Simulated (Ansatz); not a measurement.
# Elastic response of glassy 43SiO2-23Al2O3-34BaO (mol %) (109 atoms): runs compared

How stiff is glassy 43SiO2-23Al2O3-34BaO (mol %) (109 atoms), and how do its levels respond to strain?

Computed with Ansatz 0.2.0: Kohn-Sham DFT, PBE, PAW (set soft_2), plane waves.

### Step 1. The cell as built

The cell holds 109 atoms: 15 Si, 16 Al, 12 Ba and 66 O. Its edges and angles: a = 11.621 Å, b = 11.621 Å, c = 11.621 Å, α = 90.0°, β = 90.0°, γ = 90.0°. 109 atoms (15 Si, 16 Al, 12 Ba, 66 O) placed at random at 3.69 g/cm³, melted at 4000 K for 10 ps at fixed volume with the Morse and Coulomb pair potential with partial charges (Pedone, Malavasi, Menziani, Cormack and Segre, J. Phys. Chem. B 110, 11780 (2006)). Quenched from 4000 K to 300 K at 50 K/ps and fixed volume, held 10 ps at zero pressure.

Limits known from the start: The quench rate of 50 K/ps is many orders above laboratory rates, so the cell is likely richer in defects and strain than a real sample. The network of bonds at the start is that of the classical potential that made the cell, and needn't be the one that DFT or experiment would give. Only the Γ point is sampled. Spin–orbit coupling is left out, which matters for the levels of the heavy elements.

### Step 2. The reference run

The reference is a single point at the end of the relaxation.

Every strained cell starts from the geometry of this run, and its atoms are relaxed with the cell held.

Its input, with most atom lines left out:

```yaml
crystal:
  lattice:
    - [11.91665, 0.13407, 0.16057]
    - [0.13407, 11.84578, -0.08808]
    - [0.16057, -0.08808, 11.52434]
  atoms:
    - { symbol: Si, position: [0.7833, 0.19859, 0.28911] }
    - { symbol: Si, position: [0.82336, 0.79685, 0.02559] }
    - { symbol: Si, position: [0.22972, 0.08921, 0.07292] }
    - { symbol: Si, position: [0.61067, 0.82802, 0.88314] }
    - { symbol: Si, position: [0.57197, 0.0998, 0.18737] }
    - { symbol: Si, position: [0.41651, 0.20227, 0.37056] }
    - { symbol: Si, position: [0.91024, 0.20093, 0.05566] }
    [... atom lines 8 to 109 left out ...]
kpoints:
  mp_grid: { grid: [1, 1, 1] }
hamiltonian:
  xc: pbe
scf:
  occupations: { method: fixed }
output:
  forces: true
  stress: true
  populations: true
  dos:
    method: { smearing: { sigma: 0.08 } }
    de: 0.1
    projected: { site_lists: { Al: [Al], Ba: [Ba], O: [O], Si: [Si] } }
  eigenvalues: true
  write_density: true
  write_potential: true
  volumetric_format: npy
```

- free energy per atom: -1166.3625 eV/atom
- r.m.s. force component: 0.00696 eV/Å
- pressure: 0.0166 GPa

Filled and empty levels are parted by 3.60 eV (at Γ alone); a semilocal functional tends to put such gaps too low. In a disordered cell it changes from sample to sample, and tail or defect levels can set it.

### Step 3. The runs

Each row is one run, on 4 threads of Arm Neoverse V1, shared host. The free energy is the program's total, comparable only between runs with the same functional, potentials and atoms.

| run | atoms | outcome | ionic steps, all passes | free energy (eV) | time | host memory (GiB) |
| --- | --- | --- | --- | --- | --- | --- |
| Single point at the start | 109 | converged | - | -127122.056 | 20 s | 1.9 |
| Cell and atoms relaxed | 109 | converged | 20 | -127133.508 | 6.2 min | 2.0 |
| Single point at the relaxed geometry | 109 | converged | - | -127133.508 | 38 s | 2.2 |
| Volume -3 % | 109 | converged | 8 | -127133.231 | 3.3 min | 2.2 |
| Volume +3 % | 109 | converged | 11 | -127133.273 | 5.2 min | 2.3 |
| Volume -6 % | 109 | converged | 11 | -127132.445 | 4.6 min | 2.1 |
| Volume +6 % | 109 | converged | 17 | -127132.665 | 8 min | 2.4 |
| Volume -10 % | 109 | converged | 14 | -127130.471 | 6.1 min | 2.0 |
| Stretched by 1 % along x | 109 | converged | 7 | -127133.468 | 3.3 min | 2.2 |
| Compressed by 1 % along x | 109 | converged | 7 | -127133.460 | 3.3 min | 2.2 |
| Sheared by 2 % in xy | 109 | converged | 7 | -127133.449 | 3.3 min | 2.2 |

In some runs the program notes that the SCF threshold is loose for the stress.

### Step 4. Pressure against volume

Atoms are relaxed at each volume, in the scaled cell.

| volume change (%) | volume (Å³/atom) | energy change (meV/atom) | pressure (GPa) | largest move on relaxing (Å) | bonds | gap (eV) |
| --- | --- | --- | --- | --- | --- | --- |
| -10 | 13.427 | 27.86 | 6.21 | 0.70 | 233 | 3.91 |
| -6 | 14.024 | 9.75 | 3.58 | 0.43 | 222 | 3.80 |
| -3 | 14.472 | 2.54 | 1.73 | 0.25 | 220 | 3.70 |
| +0 | 14.919 | 0.00 | 0.02 | - | 217 | 3.60 |
| +3 | 15.367 | 2.15 | -1.53 | 0.24 | 215 | 3.52 |
| +6 | 15.814 | 7.74 | -2.61 | 0.50 | 209 | 3.52 |

### Step 5. Uniaxial strain and shear

Stress (GPa, compression positive) less that of the relaxed cell, atoms relaxed:

| strain | xx | yy | zz | xy | energy change (meV/atom) |
| --- | --- | --- | --- | --- | --- |
| stretched by 1 % along x | -0.846 | -0.223 | -0.410 | -0.062 | 0.37 |
| compressed by 1 % along x | 0.810 | 0.213 | 0.430 | 0.091 | 0.45 |
| sheared by 2 % in xy | -0.100 | -0.153 | -0.168 | -0.536 | 0.54 |

### Step 6. What came out

The bulk modulus, from the slope of pressure against ln V over the three points nearest the relaxed volume, is 54.3 GPa; a quadratic over all points gives a pressure derivative of about 2.8. The count of bonds runs from 209 to 233 over the series, so at some points contacts cross the cutoffs. At -10 % and +6 % some atom moved by over 0.5 Å on relaxing, so those points may sit in another local minimum. The gap goes from 3.91 eV at the smallest volume to 3.52 eV at the largest, -2.6 eV per unit of ln V by a straight line, on the run's k-points. In the Cartesian axes of the cell, finite differences give C11 = 82.8, C12 = 21.8, C13 = 42.0 and C66 = 26.8 GPa (the shear of 2 % is the engineering strain, εxy = 0.01). The mean of C11, C12 and C13, which equals the bulk modulus in a cubic or isotropic solid, is 48.9 GPa: it lies 10 % under the bulk modulus from the volumes. For an isotropic solid C66 would equal (C11 − C12)/2 = 30.5 GPa; so small a sample needn't be isotropic, and C66 rests on one shear. With the bulk modulus and C66 as K and G, Young's modulus would be about 69 GPa and Poisson's ratio 0.29.

**Limits.** Strains are finite and relaxations stop at the force tolerance of the input, which can leave moduli too stiff; they are those of a static cell at zero temperature. Volumes are changed with the cell's shape held, so in an anisotropic solid the modulus lies over the one under free hydrostatic load. The program notes that the SCF threshold of the relaxations is loose for the stress.

The DFT runs together took 44 min of wall time.

[Logs are printed without paths, hosts, clocks, repeated set-up lines and the standing remarks that a program may print on its own settings, such as how far it seeks lower states.]

[Hosts, paths, dates, database ids (printed as entryN), source tags and the programs' standing remarks are cut or masked in the printed files.]
